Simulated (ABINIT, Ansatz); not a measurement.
Records of electronic-structure calculations.

```cif
data_mof6
_symmetry_space_group_name_H-M 'Im-3m'
_symmetry_Int_Tables_number 229
_cell_length_a 6.3347
_cell_length_b 6.3347
_cell_length_c 6.3347
_cell_angle_alpha 90.000
_cell_angle_beta 90.000
_cell_angle_gamma 90.000
_cell_volume 254.20
loop_
_atom_site_label
_atom_site_type_symbol
_atom_site_symmetry_multiplicity
_atom_site_Wyckoff_symbol
_atom_site_fract_x
_atom_site_fract_y
_atom_site_fract_z
_atom_site_occupancy
Mo1 Mo 2 a 0.00000 0.00000 0.00000 1
F1 F 12 e 0.00000 0.00000 0.71067 1
_calc_subject 'Quasiparticle gap of MoF6 (Im-3m) in ABINIT'
_calc_method 'RPA screening on LDA, plane waves, norm-conserving pseudopotentials (and 2 further levels or steps)'
_calc_program 'ABINIT 10.8.3'
_calc_settings 'cutoff 36 Ha, PseudoDojo scalar-relativistic 0.4.1 standard, norm-conserving, ngkpt (2, 2, 2), nband 90, ecuteps 3.6 Ha, inclvkb 2, shiftk (0, 0, 0), symchi 1, awtr 1, frequency ppm, 2×2×2 k-mesh'
_calc_cost '5 runs, 2.8 min in all on 4 MPI ranks of Arm Neoverse V2, shared host'
_calc_notes 'The program’s warnings: nproc spkpt=  >= nkpt= * nsppol=. The cell and positions are those that the Materials Project relaxed with its own functionals (PBE, PBE+U or r2SCAN), kept fixed. Limits: no spin-orbit coupling. Local fields lower the RPA ε∞ on this mesh from 2.86 to 1.97; a Γ-centred mesh this coarse tends to raise both, most where the direct gap is narrow, while a short band sum lowers them. The 2×2×2 mesh is coarse for this cell, which bears on the long-range parts of exchange and screening.'
_calc_lda_gap '4.27 eV, indirect'
_calc_g0w0_gap_on_the_mesh '8.87 eV'
_calc_g0w0_gap_over_the_zone_rigid_shift '8.85 eV'
_calc_gw_settings '2×2×2 mesh, 90 bands, screening to 98 eV, Godby-Needs plasmon pole'
_calc_known_limits 'short of the basis limit; no spin-orbit coupling; coarse k mesh'
```

[Long decimals in the printed logs are rounded to 6 places.]

[Logs are printed without paths, hosts, clocks, repeated set-up lines and the standing remarks that a program may print on its own settings, such as how far it seeks lower states.]

[Paths, hosts, dates, memory and timing lines, banners, echoed tables and standing remarks are left out of the program output; an Ansatz launch command may be rebuilt from the run's recorded settings. Measured values are a selection of at most five: reports struck by readers or far from the other reports are left out. None is set beside runs whose start may be inverted or whose files or cutoffs have a known fault.]

[Runs of the session that timed out or met a known fault of the program may be left out.]

[Hosts, paths, dates, database ids (printed as entryN), source tags and the programs' standing remarks are cut or masked in the printed files.]

[G0W0 gaps are taken among the corrected bands and points alone; a level outside them can change the order at an edge.]

[Where Ansatz stands beside ABINIT at settings called matched, ABINIT's density can come from a denser mesh and the files from another edition; pairs whose starting gaps differed by over 0.03 eV were left out, so agreement reads better than it is.]
